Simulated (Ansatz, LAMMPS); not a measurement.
# Relaxing a frame of liquid dimethyl carbonate from 320 K (84 atoms), part 2 of 3

Wanted: the relaxed structure of a frame of liquid dimethyl carbonate from 320 K (84 atoms) and its electronic structure.

Ansatz 0.2.0; Kohn-Sham DFT, PBEsol, PAW (set soft_2), plane waves.

The cell: 21 C, 21 O and 42 H. The network of contacts between molecules at the start is that of the classical potential that made the cell. The functional has no dispersion term. The density was typed from a rule of thumb and may lie off the real one at this temperature. The Brillouin zone is sampled at Γ only, in a cell whose shortest periodic width is 10 Å.

So far. Step 3 (Single point at the start): Neighbours are counted within 1.34 Å (H-C), 1.73 Å (C-O).

## Step 4: Relaxation

With the cell held, the atoms are moved downhill towards a nearby minimum.

File input.yaml:

```yaml
crystal:
  lattice:
    - [9.92798, 0.0, 0.0]
    - [0.0, 9.92798, 0.0]
    - [0.0, 0.0, 9.92798]
  atoms:
    [... the 84 atom lines of step 3 ...]
kpoints:
  mp_grid: { grid: [1, 1, 1] }
hamiltonian:
  xc: pbesol
scf:
  occupations: { method: fermi_dirac, width: 0.025 }
output:
  forces: true
relax:
  f_tol: 0.05
  max_steps: 200
```

The run is started by

```console
> ansatz run input.yaml --threads 4 --pin off --max-ram 8192MiB --backend cpu --events-out ev --progress --plain --runs-dir out
```

Numbers of over 12 decimals in the logs are rounded to 6 here.

What it wrote:

```text
[...]
Crystal: 84 atoms, lattice volume = 978.549 Å³
Basis set: ecut = 420 eV, 19213 PW (Γ), exchange–correlation on 144×144×144 points (8 copies of the dense FFT grid, shifted against one another)
Bands: 210, of which v1, the nominal top of the filled ones, is band 126 counted from 1 (125 counted from 0)
Symmetry: 1 space group operations
[...]
k-points: 1
[...]
SCF iter   1: F=—  HF=-17605.650417 eV  |F-HF|=—  |Δ(HF+E_count)|=         —  Δρ=7.61e-3  dr2=3.67e-1  ethr=1.77e-3  ⟨swp⟩=6.0  Hψ=948  notcnv=0  defer=15
[...]
SCF iter   7: F=-17605.604027 eV  HF=-17605.604027 eV  |F-HF|=6.18e-7  |Δ(HF+E_count)|=   3.31e-5  Δρ=2.78e-5  dr2=7.20e-6  ethr=2.03e-8  ⟨swp⟩=4.0  Hψ=566  notcnv=0
SCF 1 converged in 7 iterations: F = -17605.604027 eV  dr2 = 7.20e-6
[...]
relax step   1: F+E_penalty+E_count = -17605.60402688 eV  Δ(F+E_penalty+E_count) = +0.000e0 eV  max|allowed force component| = 3.297e0 eV/Å  Δτ_max = 0.0000 Å  (7 SCF iters, dr2 threshold 6.25e-5 eV, accepted)
[...]
relax step   2: F+E_penalty+E_count = -17608.27898658 eV  Δ(F+E_penalty+E_count) = -2.675e0 eV  max|allowed force component| = 1.484e0 eV/Å  Δτ_max = 0.1945 Å  (7 SCF iters, dr2 threshold 1.00e-4 eV, accepted)
[...]
relax step   3: F+E_penalty+E_count = -17608.91334613 eV  Δ(F+E_penalty+E_count) = -6.344e-1 eV  max|allowed force component| = 8.734e-1 eV/Å  Δτ_max = 0.2000 Å  (7 SCF iters, dr2 threshold 1.00e-4 eV, accepted)
relax step   4: F+E_penalty+E_count = -17609.21717436 eV  Δ(F+E_penalty+E_count) = -3.038e-1 eV  max|allowed force component| = 3.262e-1 eV/Å  Δτ_max = 0.1948 Å  (6 SCF iters, dr2 threshold 1.00e-4 eV, accepted)
relax step   5: F+E_penalty+E_count = -17609.30634343 eV  Δ(F+E_penalty+E_count) = -8.917e-2 eV  max|allowed force component| = 2.453e-1 eV/Å  Δτ_max = 0.1494 Å  (7 SCF iters, dr2 threshold 1.48e-5 eV, accepted)
relax step   6: F+E_penalty+E_count = -17609.35647873 eV  Δ(F+E_penalty+E_count) = -5.014e-2 eV  max|allowed force component| = 4.418e-1 eV/Å  Δτ_max = 0.1381 Å  (8 SCF iters, dr2 threshold 8.39e-6 eV, accepted)
relax step   7: F+E_penalty+E_count = -17609.38794124 eV  Δ(F+E_penalty+E_count) = -3.146e-2 eV  max|allowed force component| = 3.862e-1 eV/Å  Δτ_max = 0.1020 Å  (6 SCF iters, dr2 threshold 1.00e-4 eV, accepted)
relax step   8: F+E_penalty+E_count = -17609.41768326 eV  Δ(F+E_penalty+E_count) = -2.974e-2 eV  max|allowed force component| = 3.431e-1 eV/Å  Δτ_max = 0.1210 Å  (6 SCF iters, dr2 threshold 1.00e-4 eV, accepted)
relax step   9: F+E_penalty+E_count = -17609.43907696 eV  Δ(F+E_penalty+E_count) = -2.139e-2 eV  max|allowed force component| = 2.399e-1 eV/Å  Δτ_max = 0.1362 Å  (6 SCF iters, dr2 threshold 8.99e-5 eV, accepted)
relax step  10: F+E_penalty+E_count = -17609.45455680 eV  Δ(F+E_penalty+E_count) = -1.548e-2 eV  max|allowed force component| = 1.805e-1 eV/Å  Δτ_max = 0.0993 Å  (7 SCF iters, dr2 threshold 2.82e-5 eV, accepted)
relax step  11: F+E_penalty+E_count = -17609.46765825 eV  Δ(F+E_penalty+E_count) = -1.310e-2 eV  max|allowed force component| = 2.684e-1 eV/Å  Δτ_max = 0.1956 Å  (7 SCF iters, dr2 threshold 1.59e-5 eV, accepted)
relax step  12: F+E_penalty+E_count = -17609.47903478 eV  Δ(F+E_penalty+E_count) = -1.138e-2 eV  max|allowed force component| = 2.951e-1 eV/Å  Δτ_max = 0.0932 Å  (6 SCF iters, dr2 threshold 4.08e-5 eV, accepted)
relax step  13: F+E_penalty+E_count = -17609.49465162 eV  Δ(F+E_penalty+E_count) = -1.562e-2 eV  max|allowed force component| = 1.584e-1 eV/Å  Δτ_max = 0.0609 Å  (5 SCF iters, dr2 threshold 8.71e-5 eV, accepted)
relax step  14: F+E_penalty+E_count = -17609.51498616 eV  Δ(F+E_penalty+E_count) = -2.033e-2 eV  max|allowed force component| = 1.287e-1 eV/Å  Δτ_max = 0.1607 Å  (7 SCF iters, dr2 threshold 7.23e-6 eV, accepted)
relax step  15: F+E_penalty+E_count = -17609.52291002 eV  Δ(F+E_penalty+E_count) = -7.924e-3 eV  max|allowed force component| = 3.384e-1 eV/Å  Δτ_max = 0.1951 Å  (8 SCF iters, dr2 threshold 4.77e-6 eV, accepted)
relax step  16: F+E_penalty+E_count = -17609.53884268 eV  Δ(F+E_penalty+E_count) = -1.593e-2 eV  max|allowed force component| = 1.832e-1 eV/Å  Δτ_max = 0.0488 Å  (5 SCF iters, dr2 threshold 7.56e-5 eV, accepted)
relax step  17: F+E_penalty+E_count = -17609.54704814 eV  Δ(F+E_penalty+E_count) = -8.205e-3 eV  max|allowed force component| = 3.564e-1 eV/Å  Δτ_max = 0.2000 Å  (7 SCF iters, dr2 threshold 9.84e-6 eV, accepted)
relax step  18: F+E_penalty+E_count = -17609.56367073 eV  Δ(F+E_penalty+E_count) = -1.662e-2 eV  max|allowed force component| = 2.300e-1 eV/Å  Δτ_max = 0.1497 Å  (6 SCF iters, dr2 threshold 3.72e-5 eV, accepted)
relax step  19: F+E_penalty+E_count = -17609.57159199 eV  Δ(F+E_penalty+E_count) = -7.921e-3 eV  max|allowed force component| = 2.445e-1 eV/Å  Δτ_max = 0.1189 Å  (7 SCF iters, dr2 threshold 2.20e-5 eV, accepted)
relax step  20: F+E_penalty+E_count = -17609.57789857 eV  Δ(F+E_penalty+E_count) = -6.307e-3 eV  max|allowed force component| = 2.092e-1 eV/Å  Δτ_max = 0.0518 Å  (6 SCF iters, dr2 threshold 2.49e-5 eV, accepted)
relax step  21: F+E_penalty+E_count = -17609.58791699 eV  Δ(F+E_penalty+E_count) = -1.002e-2 eV  max|allowed force component| = 1.299e-1 eV/Å  Δτ_max = 0.0945 Å  (7 SCF iters, dr2 threshold 3.20e-5 eV, accepted)
relax step  22: F+E_penalty+E_count = -17609.59521989 eV  Δ(F+E_penalty+E_count) = -7.303e-3 eV  max|allowed force component| = 1.512e-1 eV/Å  Δτ_max = 0.0929 Å  (7 SCF iters, dr2 threshold 6.52e-6 eV, accepted)
relax step  23: F+E_penalty+E_count = -17609.59967986 eV  Δ(F+E_penalty+E_count) = -4.460e-3 eV  max|allowed force component| = 2.334e-1 eV/Å  Δτ_max = 0.1442 Å  (7 SCF iters, dr2 threshold 8.82e-6 eV, accepted)
relax step  24: F+E_penalty+E_count = -17609.60457532 eV  Δ(F+E_penalty+E_count) = -4.895e-3 eV  max|allowed force component| = 1.610e-1 eV/Å  Δτ_max = 0.0283 Å  (5 SCF iters, dr2 threshold 5.45e-5 eV, accepted)
relax step  25: F+E_penalty+E_count = -17609.61085837 eV  Δ(F+E_penalty+E_count) = -6.283e-3 eV  max|allowed force component| = 1.550e-2 eV/Å  Δτ_max = 0.0488 Å  (6 SCF iters, dr2 threshold 1.23e-5 eV, accepted)
relax step  26: F+E_penalty+E_count = -17609.61086141 eV  Δ(F+E_penalty+E_count) = -3.036e-6 eV  max|allowed force component| = 1.546e-2 eV/Å  Δτ_max = 0.0000 Å  (4 SCF iters, accepted)
relax step  27: F+E_penalty+E_count = -17609.61532930 eV  Δ(F+E_penalty+E_count) = -4.468e-3 eV  max|allowed force component| = 5.111e-2 eV/Å  Δτ_max = 0.1114 Å  (10 SCF iters, accepted)
relax step  28: F+E_penalty+E_count = -17609.61764849 eV  Δ(F+E_penalty+E_count) = -2.319e-3 eV  max|allowed force component| = 1.664e-1 eV/Å  Δτ_max = 0.1526 Å  (8 SCF iters, dr2 threshold 2.60e-6 eV, accepted)
relax step  29: F+E_penalty+E_count = -17609.62091266 eV  Δ(F+E_penalty+E_count) = -3.264e-3 eV  max|allowed force component| = 8.875e-2 eV/Å  Δτ_max = 0.0240 Å  (5 SCF iters, dr2 threshold 2.77e-5 eV, accepted)
relax step  30: F+E_penalty+E_count = -17609.62652522 eV  Δ(F+E_penalty+E_count) = -5.613e-3 eV  max|allowed force component| = 2.661e-2 eV/Å  Δτ_max = 0.1007 Å  (9 SCF iters, accepted)
relax step  31: F+E_penalty+E_count = -17609.63113271 eV  Δ(F+E_penalty+E_count) = -4.607e-3 eV  max|allowed force component| = 1.755e-1 eV/Å  Δτ_max = 0.1933 Å  (10 SCF iters, accepted)
relax step  32: F+E_penalty+E_count = -17609.63239530 eV  Δ(F+E_penalty+E_count) = -1.263e-3 eV  max|allowed force component| = 1.935e-1 eV/Å  Δτ_max = 0.1647 Å  (8 SCF iters, dr2 threshold 2.77e-6 eV, accepted)
relax step  33: F+E_penalty+E_count = -17609.63903096 eV  Δ(F+E_penalty+E_count) = -6.636e-3 eV  max|allowed force component| = 1.273e-1 eV/Å  Δτ_max = 0.0414 Å  (5 SCF iters, dr2 threshold 3.75e-5 eV, accepted)
relax step  34: F+E_penalty+E_count = -17609.63551253 eV  Δ(F+E_penalty+E_count) = +3.518e-3 eV  max|allowed force component| = 1.516e-1 eV/Å  Δτ_max = 0.0702 Å  (6 SCF iters, dr2 threshold 7.02e-6 eV, rejected (line search))
relax step  35: F+E_penalty+E_count = -17609.64287143 eV  Δ(F+E_penalty+E_count) = -3.840e-3 eV  max|allowed force component| = 3.706e-2 eV/Å  Δτ_max = 0.0351 Å  (9 SCF iters, accepted)
relax step  36: F+E_penalty+E_count = -17609.64763735 eV  Δ(F+E_penalty+E_count) = -4.766e-3 eV  max|allowed force component| = 5.367e-2 eV/Å  Δτ_max = 0.0977 Å  (9 SCF iters, accepted)
relax step  37: F+E_penalty+E_count = -17609.65372877 eV  Δ(F+E_penalty+E_count) = -6.091e-3 eV  max|allowed force component| = 7.866e-2 eV/Å  Δτ_max = 0.1470 Å  (9 SCF iters, accepted)
relax step  38: F+E_penalty+E_count = -17609.65850639 eV  Δ(F+E_penalty+E_count) = -4.778e-3 eV  max|allowed force component| = 1.963e-1 eV/Å  Δτ_max = 0.1983 Å  (8 SCF iters, dr2 threshold 6.19e-6 eV, accepted)
relax step  39: F+E_penalty+E_count = -17609.66113749 eV  Δ(F+E_penalty+E_count) = -2.631e-3 eV  max|allowed force component| = 1.854e-1 eV/Å  Δτ_max = 0.1190 Å  (6 SCF iters, dr2 threshold 3.85e-5 eV, accepted)
relax step  40: F+E_penalty+E_count = -17609.66448558 eV  Δ(F+E_penalty+E_count) = -3.348e-3 eV  max|allowed force component| = 9.618e-2 eV/Å  Δτ_max = 0.0244 Å  (5 SCF iters, dr2 threshold 3.07e-5 eV, accepted)
relax step  41: F+E_penalty+E_count = -17609.66681631 eV  Δ(F+E_penalty+E_count) = -2.331e-3 eV  max|allowed force component| = 7.280e-2 eV/Å  Δτ_max = 0.0392 Å  (9 SCF iters, accepted)
[...]
relax step  42: F+E_penalty+E_count = -17609.66891508 eV  Δ(F+E_penalty+E_count) = -2.099e-3 eV  max|allowed force component| = 4.067e-2 eV/Å  Δτ_max = 0.1042 Å  (10 SCF iters, accepted)
SCF converged after 10 iterations
Free energy (F): -17609.668915 eV
[...]
Internal energy: -17609.668915 eV  (E = F + TS)
E sigma→0 (E₀):  -17609.668915 eV
Fermi energy:    0.821265 eV
[...]
--- Forces (eV/Å), atoms counted from 1 ---
  atom   1  C     -0.00421985     0.00874461     0.01384015
  atom   2  O      0.00580900    -0.00823867    -0.00849968
  atom   3  C     -0.00774568     0.00771623     0.01804251
  atom   4  O     -0.00868468    -0.00033433     0.00238068
  atom   5  O      0.01323518    -0.00650059    -0.00629198
  atom   6  C     -0.01137099    -0.00454829    -0.00742749
  atom   7  H     -0.01893684    -0.00427634    -0.00583818
  atom   8  H      0.01040981     0.00179184    -0.01597973
  atom   9  H      0.00598901    -0.00646602     0.00440881
  atom  10  H      0.00772949     0.00526047    -0.00257200
  atom  11  H     -0.00121901     0.00857780     0.01293505
  atom  12  H      0.00510263    -0.00411868     0.00144802
  atom  13  C      0.00466739     0.00602944     0.00303998
  atom  14  O     -0.00367827    -0.00700921     0.00631003
[...]
atom  83  H     -0.00014261     0.00318622    -0.00319648
  atom  84  H      0.00818111    -0.00528345    -0.00122347
  max |Σ_I F_I| component: 3.25e-5 eV/Å
--- Relaxed structure (42 steps of the walk, 41 accepted, 0 SCFs on fresh bases) ---
  F+E_penalty+E_count = -17609.66891508 eV   max|allowed force component| = 4.067e-2 eV/Å
  atoms:
    - { symbol: C, position: [0.987850, 0.215070, 0.333399] }
    - { symbol: O, position: [0.992031, 0.320123, 0.431960] }
    - { symbol: C, position: [0.109265, 0.385654, 0.440914] }
    - { symbol: O, position: [0.205775, 0.372704, 0.366639] }
[...]
- { symbol: H, position: [0.053243, 0.375550, 1.022364] }
```

Elapsed: 2.8 min, on 4 threads of Arm Neoverse V1, shared host; peak memory 0.97 GiB; 10 min of CPU time.

Relaxation path (22 of 42):

```csv
step,energy less that of the first step (eV),largest force component (eV/Å)
1,0.0000,3.2966
3,-3.3093,0.8734
5,-3.7023,0.2453
7,-3.7839,0.3862
9,-3.8350,0.2399
11,-3.8636,0.2684
13,-3.8906,0.1584
15,-3.9189,0.3384
17,-3.9430,0.3564
19,-3.9676,0.2445
21,-3.9839,0.1299
22,-3.9912,0.1512
24,-4.0005,0.1610
26,-4.0068,0.0155
28,-4.0136,0.1664
30,-4.0225,0.0266
32,-4.0284,0.1935
34,-4.0315,0.1516
36,-4.0436,0.0537
38,-4.0545,0.1963
40,-4.0605,0.0962
42,-4.0649,0.0407
```

Relaxation step 34 was tried and not accepted.

The atoms that moved most (Å):

```csv
atom,dx,dy,dz,length
H32,0.647,1.505,-1.567,2.267
H55,-1.973,0.554,0.472,2.103
H33,0.785,1.708,-0.385,1.918
H8,1.564,-0.555,-0.287,1.684
H56,-1.624,0.094,-0.358,1.666
C49,-1.490,0.389,-0.008,1.540
C25,0.457,1.113,-0.799,1.444
H57,-1.411,0.113,-0.234,1.435
```

The relaxation changed the energy by -48.4 meV/atom, and atoms moved by 0.97 Å r.m.s., 2.3 Å at most.

## Step 5: Structure statistics after relaxation

Bonds before and after, by the cutoffs listed below:

```csv
pair,bonds before,bonds after,mean before (Å),mean after (Å),spread before (Å),spread after (Å)
H-C,42,42,1.091,1.099,0.027,0.002
C-O,35,35,1.354,1.351,0.069,0.081
```

Density 1.07 g/cm³, 11.65 Å³ an atom.

Pair distribution functions g(r), in bins of 0.2 Å:

```csv
r (Å),total,H-H,H-C,H-O,C-C,C-O,O-O
1.00,2.38,0.00,9.55,0.00,0.00,0.00,0.00
1.20,2.00,0.00,5.95,0.00,0.00,4.12,0.00
1.40,1.64,0.00,0.00,0.00,0.00,13.15,0.00
1.60,0.00,0.00,0.00,0.00,0.00,0.00,0.00
1.80,1.42,5.67,0.00,0.00,0.00,0.00,0.00
2.00,1.09,0.00,0.00,4.38,0.00,0.00,0.00
2.20,0.50,0.00,0.00,0.17,0.00,0.00,7.39
2.40,0.53,0.22,0.14,0.62,4.58,0.00,0.00
2.60,1.20,0.90,1.52,1.50,0.00,1.73,0.00
2.80,0.57,0.85,0.11,1.31,0.00,0.00,0.00
3.00,0.53,1.12,0.63,0.39,0.00,0.00,0.00
3.20,0.85,0.90,1.71,0.69,0.00,0.09,0.18
3.40,0.83,0.57,1.04,0.41,0.15,2.39,0.31
3.60,0.76,0.54,1.10,0.74,0.67,0.68,0.54
3.80,1.26,0.89,1.19,2.04,0.72,0.98,0.99
4.00,1.07,1.14,0.77,1.33,1.65,0.78,0.99
4.20,1.09,1.12,0.71,1.38,1.80,1.00,0.90
4.40,0.96,0.92,0.73,1.02,1.90,0.77,1.19
4.60,1.12,0.96,1.33,0.98,1.56,0.92,1.43
4.80,1.22,1.28,1.57,1.11,0.78,1.04,0.84
```

Bonds by pair of elements; cutoffs follow the first minimum of g(r), held within bounds set by covalent radii, and pairs that aren't listed don't count as bonded:

```csv
pair A-B,cutoff (Å),bonds,mean length (Å),spread (Å),shortest (Å),B about A,A about B
H-C,1.34,42,1.10,0.002,1.10,1,2
C-O,1.73,35,1.35,0.081,1.21,1.67,1.67
```

How many atoms have how many bonded neighbours:

```csv
element,mean,1,2,3,4
C,3.67,0,0,7,14
H,1,42,0,0,0
O,1.67,7,14,0,0
```

Bond angles (no mean is given where the spread exceeds 20°):

```csv
angle,count,mean (°),spread (°)
H-C-H,42,110,0.6
H-C-O,42,109,2.3
O-C-O,21,120,8.7
C-O-C,14,115,0.4
```

Bond length by coordination (bonds to H left out):

```csv
element,coordination,atoms,mean bond length (Å)
C,3,7,1.30
C,4,14,1.43
O,1,7,1.22
O,2,14,1.39
```

By these cutoffs 67 % of C atoms have 4, all H atoms have 1 and 67 % of O atoms have 2 bonded neighbours. The H-C-H angle averages 110° with a spread of 0.6°. Bonds at O atoms with 1 neighbour average 1.22 Å, against 1.39 Å at those with 2.

(Continued in part 3 of 3.)

[Logs are printed without paths, hosts, clocks, repeated set-up lines and the standing remarks that a program may print on its own settings, such as how far it seeks lower states.]

[Hosts, paths, dates, database ids (printed as entryN), source tags and the programs' standing remarks are cut or masked in the printed files.]
